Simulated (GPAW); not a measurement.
# Ti K ELNES/XANES of TiPd (Pm-3m) from DFT

How does the Ti K edge of TiPd (Pm-3m) move when the bonds are compressed or stretched?

Main program and level: GPAW 26.7.0; X-ray absorption from dipole matrix elements to empty bands, plane-wave PAW LDA.

Most raw output is cut from this account.

**1. Starting point**

Symmetry: Pm-3m, No. 221, cubic system. Conventional cell: a = 3.180 Å, b = 3.180 Å, c = 3.180 Å, α = 90.00°, β = 90.00°, γ = 90.00°. Nearest to Pd lie 8 Ti at 2.75 Å. Ti has 8 Pd at 2.75 Å nearest. Farther neighbours are not listed.

Structure file:

```
Pd Ti
1.0
     3.18000    0.00000    0.00000
     0.00000    3.18000    0.00000
     0.00000    0.00000    3.18000
Pd Ti
1 1
Direct
  0.00000 0.00000 0.00000
  0.50000 0.50000 0.50000
```

**2. The field without a hole**

The ground state comes first: it tells whether the system has a gap, which decides how the excited electron is treated.

Contents of scf.py:

```python
import numpy as np
from ase import Atoms
from ase.parallel import parprint, paropen
from gpaw import GPAW, PW, FermiDirac, Mixer, MixerDif, setup_paths
from gpaw.test import gen
setup_paths.insert(0, '.')
gen('Ti', name='nch1s', xcname='LDA', corehole=(1, 0, 0), write_xml=True)
from gpaw.mpi import world
world.barrier()

atoms = Atoms('PdTi',
    cell=[[3.18, 0, 0],
     [0, 3.18, 0],
     [0, 0, 3.18]],
    scaled_positions=[[0, 0, 0],
     [0.5, 0.5, 0.5]],
    pbc=True)
atoms.calc = calc = GPAW(legacy_gpaw=True, mode=PW(430), xc='LDA', setups={1: 'nch1s'},
    kpts={'size': (8, 8, 8), 'gamma': True}, occupations=FermiDirac(0.05),
    charge=0, mixer=Mixer(0.1, 5, 50), maxiter=150,
    convergence={'density': 0.0001}, txt='scf.txt')
energy = atoms.get_potential_energy() + calc.get_reference_energy()
ef = calc.get_fermi_level()
out = dict(energy=energy, fermi=ef, forces=atoms.get_forces().tolist())
parprint(f'all-electron energy {energy:.4f} eV, Fermi level {ef:.4f} eV')
ev = np.array([[calc.get_eigenvalues(k, s) for k in range(len(calc.get_ibz_k_points()))] for s in range(calc.get_number_of_spins())])
out['homo'], out['lumo'], out['counts'] = ev[ev < ef].max(), ev[ev > ef].min(), sorted(set((ev < ef).sum((0, 2)).tolist()))
out['filled'] = (ev[:, 0] < ef).sum(1).tolist()
import json
with paropen('out.json', 'w') as f:
    json.dump(out, f)
```

Started as:

```
$ OMP_NUM_THREADS=1 mpirun -n 2 gpaw python scf.py
```

Wall time 6.6 s (2 MPI ranks of Arm Neoverse V2, shared host); peak memory 0.17 GiB.

The mesh shows no gap, so the system is treated as a metal and the core electron is put at the Fermi level (neutral cell).

**3. Supercell without a hole, the energy reference**

The photon energy needs a difference of total energies, so the cell and mesh of the coming hole run are first run without a hole.

scf.py, as its differences from that of step 2:

```diff
@@ -10,11 +10,17 @@
 
-atoms = Atoms('PdTi',
-    cell=[[3.18, 0, 0],
-     [0, 3.18, 0],
-     [0, 0, 3.18]],
+atoms = Atoms('Pd4Ti4',
+    cell=[[3.18, 3.18, 3.18],
+     [-3.18, 3.18, -3.18],
+     [-3.18, -3.18, 3.18]],
     scaled_positions=[[0, 0, 0],
-     [0.5, 0.5, 0.5]],
+     [0, 0.5, 0.5],
+     [0.5, 0, 0.5],
+     [0.5, 0.5, 0],
+     [0.5, 0, 0],
+     [0.5, 0.5, 0.5],
+     [0, 0, 0.5],
+     [0, 0.5, 0]],
     pbc=True)
-atoms.calc = calc = GPAW(legacy_gpaw=True, mode=PW(430), xc='LDA', setups={1: 'nch1s'},
-    kpts={'size': (8, 8, 8), 'gamma': True}, occupations=FermiDirac(0.05),
+atoms.calc = calc = GPAW(legacy_gpaw=True, mode=PW(430), xc='LDA', setups={4: 'nch1s'},
+    kpts={'size': (6, 6, 6), 'gamma': True}, occupations=FermiDirac(0.1),
     charge=0, mixer=Mixer(0.1, 5, 50), maxiter=150,
```

Run time: 1.9 min. Hardware: 2 MPI ranks; peak memory 0.3 GiB; 3.8 min of CPU time.

Reference energy: -641142.245 eV with the cores included.

**4. Spectrum with XCH, Ti atom 2**

The holes are 5.5 Å apart. In GPAW the data set carries the hole's charge, so charge=0 means a charged cell and charge=-1 a neutral one. The excited electron is kept in the cell, where it fills the lowest empty states and screens the hole. After the field has converged, empty bands are computed with the density fixed and the dipole matrix elements are summed.

The absorber has 8 Pd at 2.75 Å and 6 Ti at 3.18 Å (cube and octahedron, as in bcc, site symmetry m-3m).

Contents of xas.py:

```python
import numpy as np
from ase import Atoms
from ase.parallel import parprint, paropen
from gpaw import GPAW, PW, FermiDirac, Mixer, MixerDif, setup_paths
from gpaw.test import gen
setup_paths.insert(0, '.')
gen('Ti', name='fch1s', xcname='LDA', corehole=(1, 0, 1), write_xml=True)
from gpaw.mpi import world
world.barrier()

atoms = Atoms('Pd4Ti4',
    cell=[[3.18, 3.18, 3.18],
     [-3.18, 3.18, -3.18],
     [-3.18, -3.18, 3.18]],
    scaled_positions=[[0, 0, 0],
     [0, 0.5, 0.5],
     [0.5, 0, 0.5],
     [0.5, 0.5, 0],
     [0.5, 0, 0],
     [0.5, 0.5, 0.5],
     [0, 0, 0.5],
     [0, 0.5, 0]],
    pbc=True)
atoms.calc = calc = GPAW(legacy_gpaw=True, mode=PW(430), xc='LDA', setups={4: 'fch1s'},
    kpts={'size': (6, 6, 6), 'gamma': True}, occupations=FermiDirac(0.1),
    charge=-1, mixer=Mixer(0.1, 5, 50), maxiter=150,
    convergence={'density': 0.0001}, txt='scf.txt')
energy = atoms.get_potential_energy() + calc.get_reference_energy()
ef = calc.get_fermi_level()
out = dict(energy=energy, fermi=ef, forces=atoms.get_forces().tolist())
parprint(f'all-electron energy {energy:.4f} eV, Fermi level {ef:.4f} eV')
ev = np.array([[calc.get_eigenvalues(k, s) for k in range(len(calc.get_ibz_k_points()))] for s in range(calc.get_number_of_spins())])
out['homo'], out['lumo'], out['counts'] = ev[ev < ef].max(), ev[ev > ef].min(), sorted(set((ev < ef).sum((0, 2)).tolist()))
out['filled'] = (ev[:, 0] < ef).sum(1).tolist()

from ase.units import Ha
from gpaw.xas import dipole_matrix_elements
nb = int(calc.get_number_of_electrons() / 2) + 120
top, nb = nb, nb + 8 + nb // 12
nscf = calc.fixed_density(kpts={'size': (6, 6, 6), 'gamma': True}, nbands=nb,
    convergence={'bands': top, 'eigenstates': 1e-5}, maxiter=60, txt='nscf.txt')
cell = atoms.cell.array
ops = [cell.T @ U.T @ np.linalg.inv(cell.T) for U in nscf.wfs.kd.symmetry.op_scc]
E = np.arange(-6, 34, 0.1)
fwhm = np.interp(E, [4, 25], [0.94, 3.5])
Y, X, zero, highest = 0, 0, 1e9, 1e9
for spin in range(nscf.get_number_of_spins()):
    wfs = nscf.wfs
    A = dipole_matrix_elements(wfs.setups[4])
    eps = np.zeros((wfs.kd.nibzkpts, nb))
    d = np.zeros((3, A.shape[1], wfs.kd.nibzkpts, nb), complex)
    for kpt in wfs.kpt_u:
        if kpt.s == spin and 4 in kpt.P_ani:
            eps[kpt.k] = kpt.eps_n * Ha
            d[:, :, kpt.k] = (kpt.weight * wfs.nspins / 2) ** 0.5 * np.inner(A, kpt.P_ani[4])
    world.sum(eps)
    world.sum(d)
    T = np.einsum('amkn,bmkn->abkn', d, d.conj()).real
    T = sum(np.einsum('ai,ijkn,bj->abkn', R, T, R) for R in ops) / len(ops)
    empty = eps > ef
    zero, highest = min(zero, eps[empty].min()), min(highest, eps[:, top - 1].min())
    lines = [(eps, T, empty)] if spin == 0 else lines + [(eps, T, empty)]
for eps, T, empty in lines:
    f = np.einsum('aakn->akn', T).reshape(3, -1)
    x = eps.ravel() - zero
    w = np.interp(x, E, fwhm) / 2.35482
    g = np.exp(-0.5 * ((E[:, None] - x) / w) ** 2) / (w * (2 * np.pi) ** 0.5)
    Y = Y + (f * empty.ravel()) @ g.T
    X = X + (f * ~empty.ravel()) @ g.T
out.update(E=E.round(2).tolist(), xas=Y.tolist(), xes=X.tolist(), zero=zero, valid=highest - zero, nk=len(eps), nb=nb)
for i in range(0, len(E), 10):
    parprint(f'{E[i]:7.2f}', *(f'{v:10.3e}' for v in Y[:, i]))
import json
with paropen('out.json', 'w') as f:
    json.dump(out, f)
```

Started as:

```
$ OMP_NUM_THREADS=1 mpirun -n 2 gpaw python xas.py
```

Elapsed: 5.7 min, on 2 MPI ranks; peak memory 0.53 GiB; 11 min of CPU time.

The Ti K spectrum, Ti atom 2, excited-electron core hole (neutral cell) (energy from the lowest empty level; intensity scaled to a mean of 1 over the first 20 eV):

```csv
E (eV),intensity
-2.0,0.00
-1.5,0.00
-1.0,0.00
-0.5,0.08
0.0,0.46
0.5,0.78
1.0,0.48
1.5,0.22
2.0,0.21
2.5,0.30
3.0,0.55
3.5,0.71
4.0,0.75
4.5,0.83
5.0,0.72
5.5,0.57
6.0,0.53
6.5,0.48
7.0,0.51
7.5,0.72
8.0,0.98
8.5,1.15
9.0,1.18
9.5,1.16
10.0,1.17
10.5,1.23
11.0,1.30
11.5,1.34
12.0,1.34
12.5,1.33
13.0,1.34
13.5,1.36
14.0,1.36
14.5,1.37
15.0,1.42
15.5,1.53
16.0,1.63
16.5,1.65
17.0,1.57
17.5,1.42
18.0,1.24
18.5,1.07
19.0,0.93
19.5,0.84
20.0,0.79
20.5,0.78
21.0,0.79
21.5,0.82
22.0,0.86
22.5,0.90
23.0,0.95
23.5,0.98
24.0,0.99
24.5,0.97
25.0,0.94
25.5,0.89
26.0,0.83
26.5,0.78
27.0,0.74
27.5,0.72
28.0,0.73
28.5,0.75
29.0,0.79
29.5,0.83
30.0,0.87
30.5,0.89
31.0,0.91
31.5,0.91
32.0,0.91
```

Main maxima below 30 eV (height): 0.5 eV (0.78), 4.5 eV (0.83), 8.9 eV (1.18), 16.4 eV (1.66) and 24.0 eV (0.99). A K edge sees empty p states. The weak features of the first eV are p character mixed into the empty d bands; the main 4p edge lies above them.

The total-energy difference is 4970.22 eV. One term is added: -22.68 eV, since the hole is spin-paired here and a spin-polarised one costs that much less in the free atom (computed apart). The photon energy is then 4947.54 eV. The tabulated edge of the element is 4966 eV. The functional leaves an error in such absolute values: in the free atom LDA prices this hole 13.2 eV below PBE (computed apart), and PBE is itself good to a few eV.

**5. Supercell without a hole, the energy reference**

The cell changes for the next run, so it gets a reference energy of its own.

The cell differs from the one that the last finished run ended in (a 5.508 → 5.395 Å, b 5.508 → 5.395 Å, c 5.508 → 5.395 Å).

scf.py, as its differences from that of step 3:

```diff
@@ -11,5 +11,5 @@
 atoms = Atoms('Pd4Ti4',
-    cell=[[3.18, 3.18, 3.18],
-     [-3.18, 3.18, -3.18],
-     [-3.18, -3.18, 3.18]],
+    cell=[[3.11508383, 3.11508383, 3.11508383],
+     [-3.11508383, 3.11508383, -3.11508383],
+     [-3.11508383, -3.11508383, 3.11508383]],
     scaled_positions=[[0, 0, 0],
```

Started as:

```
$ OMP_NUM_THREADS=1 mpirun -n 2 gpaw python scf.py
```

Elapsed: 2 min, on 2 MPI ranks; peak memory 0.31 GiB.

Reference energy: -641142.578 eV with the cores included.

**6. Spectrum with XCH, Ti atom 2**

Shorter bonds are expected to push antibonding states and scattering resonances up, and longer ones down; the cell is scaled to test that.

Changed against the first core-hole run: volume scale from 1 to 0.94.

xas.py, as its differences from that of step 4:

```diff
@@ -11,5 +11,5 @@
 atoms = Atoms('Pd4Ti4',
-    cell=[[3.18, 3.18, 3.18],
-     [-3.18, 3.18, -3.18],
-     [-3.18, -3.18, 3.18]],
+    cell=[[3.11508383, 3.11508383, 3.11508383],
+     [-3.11508383, 3.11508383, -3.11508383],
+     [-3.11508383, -3.11508383, 3.11508383]],
     scaled_positions=[[0, 0, 0],
@@ -37,3 +37,3 @@
 from gpaw.xas import dipole_matrix_elements
-nb = int(calc.get_number_of_electrons() / 2) + 120
+nb = int(calc.get_number_of_electrons() / 2) + 115
 top, nb = nb, nb + 8 + nb // 12
```

Started as:

```
$ OMP_NUM_THREADS=1 mpirun -n 2 gpaw python xas.py
```

The job ended after 5.6 min (2 MPI ranks; peak memory 0.51 GiB; 11 min of CPU time).

```
E (eV)  first run  this run
  -2.0       0.00      0.00
  -1.0       0.00      0.00
   0.0       0.46      0.47
   1.0       0.48      0.57
   2.0       0.21      0.21
   3.0       0.55      0.42
   4.0       0.75      0.75
   5.0       0.72      0.85
   6.0       0.53      0.57
   7.0       0.51      0.48
   8.0       0.98      0.73
   9.0       1.18      1.15
  10.0       1.17      1.17
  11.0       1.30      1.23
  12.0       1.34      1.35
  13.0       1.34      1.36
  14.0       1.36      1.35
  15.0       1.42      1.32
  16.0       1.63      1.43
  17.0       1.57      1.61
  18.0       1.24      1.48
  19.0       0.93      1.14
  20.0       0.79      0.87
  21.0       0.79      0.77
  22.0       0.86      0.79
  23.0       0.95      0.85
  24.0       0.99      0.93
  25.0       0.94      0.97
  26.0       0.83      0.94
  27.0       0.74      0.84
  28.0       0.73      0.74
  29.0       0.79      0.70
  30.0       0.87      0.74
  31.0       0.91      0.82
  32.0       0.91      0.86
```

Against the first run the r.m.s. difference is 10 %. The highest intensity below 24 eV goes from 16.4 eV (1.66) to 17.1 eV (1.62).

The photon energy of the zero moves by -0.14 eV.

**7. Reference energy of the supercell**

The cell differs from the one that the last finished run ended in (a 5.395 → 5.452 Å, b 5.395 → 5.452 Å, c 5.395 → 5.452 Å).

scf.py, as its differences from that of step 5:

```diff
@@ -11,5 +11,5 @@
 atoms = Atoms('Pd4Ti4',
-    cell=[[3.11508383, 3.11508383, 3.11508383],
-     [-3.11508383, 3.11508383, -3.11508383],
-     [-3.11508383, -3.11508383, 3.11508383]],
+    cell=[[3.14787659, 3.14787659, 3.14787659],
+     [-3.14787659, 3.14787659, -3.14787659],
+     [-3.14787659, -3.14787659, 3.14787659]],
     scaled_positions=[[0, 0, 0],
```

Started as:

```
$ OMP_NUM_THREADS=1 mpirun -n 2 gpaw python scf.py
```

It took 2 min on 2 MPI ranks; peak memory 0.31 GiB; 4 min of CPU time.

Reference energy: -641142.468 eV with the cores included.

**8. Spectrum with XCH, Ti atom 2**

Changed against the first core-hole run: volume scale from 1 to 0.97.

xas.py, as its differences from that of step 6:

```diff
@@ -11,5 +11,5 @@
 atoms = Atoms('Pd4Ti4',
-    cell=[[3.11508383, 3.11508383, 3.11508383],
-     [-3.11508383, 3.11508383, -3.11508383],
-     [-3.11508383, -3.11508383, 3.11508383]],
+    cell=[[3.14787659, 3.14787659, 3.14787659],
+     [-3.14787659, 3.14787659, -3.14787659],
+     [-3.14787659, -3.14787659, 3.14787659]],
     scaled_positions=[[0, 0, 0],
@@ -37,3 +37,3 @@
 from gpaw.xas import dipole_matrix_elements
-nb = int(calc.get_number_of_electrons() / 2) + 115
+nb = int(calc.get_number_of_electrons() / 2) + 117
 top, nb = nb, nb + 8 + nb // 12
```

Started as:

```
$ OMP_NUM_THREADS=1 mpirun -n 2 gpaw python xas.py
```

The job ended after 5.7 min (2 MPI ranks; peak memory 0.52 GiB; 11 min of CPU time).

```csv
E (eV),first run,this run
-2.0,0.00,0.00
-1.0,0.00,0.00
0.0,0.46,0.46
1.0,0.48,0.52
2.0,0.21,0.21
3.0,0.55,0.49
4.0,0.75,0.75
5.0,0.72,0.79
6.0,0.53,0.55
7.0,0.51,0.47
8.0,0.98,0.87
9.0,1.18,1.18
10.0,1.17,1.16
11.0,1.30,1.27
12.0,1.34,1.35
13.0,1.34,1.34
14.0,1.36,1.35
15.0,1.42,1.35
16.0,1.63,1.54
17.0,1.57,1.62
18.0,1.24,1.36
19.0,0.93,1.02
20.0,0.79,0.82
21.0,0.79,0.78
22.0,0.86,0.82
23.0,0.95,0.90
24.0,0.99,0.97
25.0,0.94,0.97
26.0,0.83,0.89
27.0,0.74,0.78
28.0,0.73,0.72
29.0,0.79,0.73
30.0,0.87,0.81
31.0,0.91,0.87
32.0,0.91,0.89
```

The scaled spectrum changes by 5 % r.m.s. The highest intensity below 24 eV goes from 16.4 eV (1.66) to 16.7 eV (1.63).

The photon energy of the zero moves by -0.07 eV.

**9. Reference energy of the supercell**

The cell differs from the one that the last finished run ended in (a 5.452 → 5.616 Å, b 5.452 → 5.616 Å, c 5.452 → 5.616 Å).

scf.py, as its differences from that of step 7:

```diff
@@ -11,5 +11,5 @@
 atoms = Atoms('Pd4Ti4',
-    cell=[[3.14787659, 3.14787659, 3.14787659],
-     [-3.14787659, 3.14787659, -3.14787659],
-     [-3.14787659, -3.14787659, 3.14787659]],
+    cell=[[3.24236878, 3.24236878, 3.24236878],
+     [-3.24236878, 3.24236878, -3.24236878],
+     [-3.24236878, -3.24236878, 3.24236878]],
     scaled_positions=[[0, 0, 0],
```

Started as:

```
$ OMP_NUM_THREADS=1 mpirun -n 2 gpaw python scf.py
```

It took 2.6 min on 2 MPI ranks; peak memory 0.31 GiB.

Reference energy: -641141.529 eV with the cores included.

**10. Spectrum with XCH, Ti atom 2**

Changed against the first core-hole run: volume scale from 1 to 1.06.

xas.py, as its differences from that of step 8:

```diff
@@ -11,5 +11,5 @@
 atoms = Atoms('Pd4Ti4',
-    cell=[[3.14787659, 3.14787659, 3.14787659],
-     [-3.14787659, 3.14787659, -3.14787659],
-     [-3.14787659, -3.14787659, 3.14787659]],
+    cell=[[3.24236878, 3.24236878, 3.24236878],
+     [-3.24236878, 3.24236878, -3.24236878],
+     [-3.24236878, -3.24236878, 3.24236878]],
     scaled_positions=[[0, 0, 0],
@@ -37,3 +37,3 @@
 from gpaw.xas import dipole_matrix_elements
-nb = int(calc.get_number_of_electrons() / 2) + 117
+nb = int(calc.get_number_of_electrons() / 2) + 124
 top, nb = nb, nb + 8 + nb // 12
```

Started as:

```
$ OMP_NUM_THREADS=1 mpirun -n 2 gpaw python xas.py
```

Wall time 6.1 min (2 MPI ranks); peak memory 0.55 GiB; 12 min of CPU time.

```csv
E (eV),first run,this run
-2.0,0.00,0.00
-1.0,0.00,0.00
0.0,0.46,0.44
1.0,0.48,0.42
2.0,0.21,0.23
3.0,0.55,0.62
4.0,0.75,0.79
5.0,0.72,0.58
6.0,0.53,0.49
7.0,0.51,0.67
8.0,0.98,1.12
9.0,1.18,1.15
10.0,1.17,1.22
11.0,1.30,1.33
12.0,1.34,1.32
13.0,1.34,1.36
14.0,1.36,1.42
15.0,1.42,1.60
16.0,1.63,1.67
17.0,1.57,1.38
18.0,1.24,1.03
19.0,0.93,0.83
20.0,0.79,0.79
21.0,0.79,0.85
22.0,0.86,0.95
23.0,0.95,1.00
24.0,0.99,0.95
25.0,0.94,0.84
26.0,0.83,0.75
27.0,0.74,0.75
28.0,0.73,0.83
29.0,0.79,0.91
30.0,0.87,0.95
31.0,0.91,0.96
32.0,0.91,0.97
```

Against the first run the r.m.s. difference is 9 %. The highest intensity below 24 eV goes from 16.4 eV (1.66) to 15.7 eV (1.69).

The photon energy of the zero moves by +0.12 eV.

**11. The volumes side by side**

| volume | nearest distance (Å) | shift of the zero (eV) | maximum 1 (eV above own zero) | maximum 2 (eV above own zero) | maximum 3 (eV above own zero) |
| --- | --- | --- | --- | --- | --- |
| 0.94 | 2.698 | -0.14 | 4.9 | 17.1 | 25.1 |
| 0.97 | 2.726 | -0.07 | 4.7 | 16.7 | 24.5 |
| 1 | 2.754 | +0.00 | 4.5 | 16.4 | 24.0 |
| 1.06 | 2.808 | +0.12 | 4.2 | 15.7 | 23.0 |

The curves, each shifted by its zero's change so that they share one photon-energy axis, counted from the zero at V × 1:

| E (eV) | V × 0.94 | V × 0.97 | V × 1 | V × 1.06 |
| --- | --- | --- | --- | --- |
| -2.0 | 0.00 | 0.00 | 0.00 | 0.00 |
| -1.0 | 0.01 | 0.01 | 0.00 | 0.00 |
| 0.0 | 0.62 | 0.54 | 0.46 | 0.33 |
| 1.0 | 0.44 | 0.46 | 0.48 | 0.52 |
| 2.0 | 0.22 | 0.21 | 0.21 | 0.21 |
| 3.0 | 0.51 | 0.53 | 0.55 | 0.58 |
| 4.0 | 0.76 | 0.75 | 0.75 | 0.76 |
| 5.0 | 0.82 | 0.77 | 0.72 | 0.62 |
| 6.0 | 0.56 | 0.54 | 0.53 | 0.50 |
| 7.0 | 0.47 | 0.48 | 0.51 | 0.61 |
| 8.0 | 0.81 | 0.90 | 0.98 | 1.09 |
| 9.0 | 1.17 | 1.18 | 1.18 | 1.16 |
| 10.0 | 1.16 | 1.16 | 1.17 | 1.21 |
| 11.0 | 1.26 | 1.28 | 1.30 | 1.32 |
| 12.0 | 1.36 | 1.35 | 1.34 | 1.32 |
| 13.0 | 1.36 | 1.34 | 1.34 | 1.35 |
| 14.0 | 1.34 | 1.35 | 1.36 | 1.41 |
| 15.0 | 1.32 | 1.36 | 1.42 | 1.57 |
| 16.0 | 1.46 | 1.55 | 1.63 | 1.69 |
| 17.0 | 1.61 | 1.61 | 1.57 | 1.43 |
| 18.0 | 1.43 | 1.34 | 1.24 | 1.07 |
| 19.0 | 1.09 | 1.00 | 0.93 | 0.84 |
| 20.0 | 0.84 | 0.81 | 0.79 | 0.79 |
| 21.0 | 0.77 | 0.78 | 0.79 | 0.84 |
| 22.0 | 0.80 | 0.83 | 0.86 | 0.94 |
| 23.0 | 0.86 | 0.91 | 0.95 | 1.00 |
| 24.0 | 0.94 | 0.97 | 0.99 | 0.96 |
| 25.0 | 0.97 | 0.97 | 0.94 | 0.85 |
| 26.0 | 0.93 | 0.88 | 0.83 | 0.76 |
| 27.0 | 0.83 | 0.78 | 0.74 | 0.75 |
| 28.0 | 0.73 | 0.71 | 0.73 | 0.82 |
| 29.0 | 0.70 | 0.74 | 0.79 | 0.90 |
| 30.0 | 0.76 | 0.82 | 0.87 | 0.95 |
| 31.0 | 0.83 | 0.87 | 0.91 | 0.96 |
| 32.0 | 0.86 | 0.89 | 0.91 | 0.96 |

**12. Results**

| Property | Result |
| --- | --- |
| absorber and edge | Ti K, atom 2 of the ground-state input (counted from 1) |
| surroundings | 8 Pd at 2.75 Å and 6 Ti at 3.18 Å (cube and octahedron, as in bcc, site symmetry m-3m) |
| highest intensity below 24 eV | 16.4 eV above the zero, height 1.66 |
| photon energy of the zero, with the added terms | 4947.5 eV (raw 4970.2 eV; LDA puts this hole about 13 eV below PBE, itself good to a few eV) |

What this shows: From V × 0.94 to V × 1.06 the nearest distance grows by 0.110 Å and the zero moves by +0.27 eV. Above their own zero, the maxima move from 4.9 to 4.2 eV, from 17.1 to 15.7 eV and from 25.1 to 23.0 eV. The one highest in energy moves most, in the direction that the rule ΔE·R² ≈ constant for scattering resonances gives. The Ti K edge of atom 2, with 8 Pd at 2.75 Å and 6 Ti at 3.18 Å (cube and octahedron, as in bcc, site symmetry m-3m), has its highest intensity of the first 24 eV at 16.4 eV above the zero, near 4964 eV in photon energy (LDA puts this hole about 13 eV below PBE, itself good to a few eV), 1.7 times the mean level of the first 20 eV (Gaussian full width 0.94 eV up to 4 eV, rising linearly to 3.5 eV at 25 eV). The strongest dipole feature below the main edge lies at 4.5 eV (height 0.83); the site has an inversion centre, so it comes from p states mixed with the neighbours' empty states, not from local p–d mixing. Quadrupole 1s→3d transitions, which feed the pre-edge, are not in the dipole spectrum. The holes are only 5.5 Å apart, so the shape is probably not converged with cell size; no larger cell was run here. The mesh is coarse (0.23 Å⁻¹ between points), so small maxima may be mesh ripples. Lifetime broadening is put in by hand, and intensities beyond about 20 eV depend on it and on the partial waves. The structure is a published determination, not relaxed.

[Logs are printed without paths, hosts, clocks, repeated set-up lines and the standing remarks that a program may print on its own settings, such as how far it seeks lower states.]

[Hosts, paths, dates, database ids (printed as entryN), source tags and the programs' standing remarks are cut or masked in the printed files.]

[Lists of maxima count a maximum above −3 eV only where it reaches 4 % of the highest in the window and stands out from its surroundings by 2 % of it (1.5 % where it reaches 55 %); shoulders and weaker maxima are passed over, and of the rest the first, up to two pre-edge ones and the few strongest are named.]
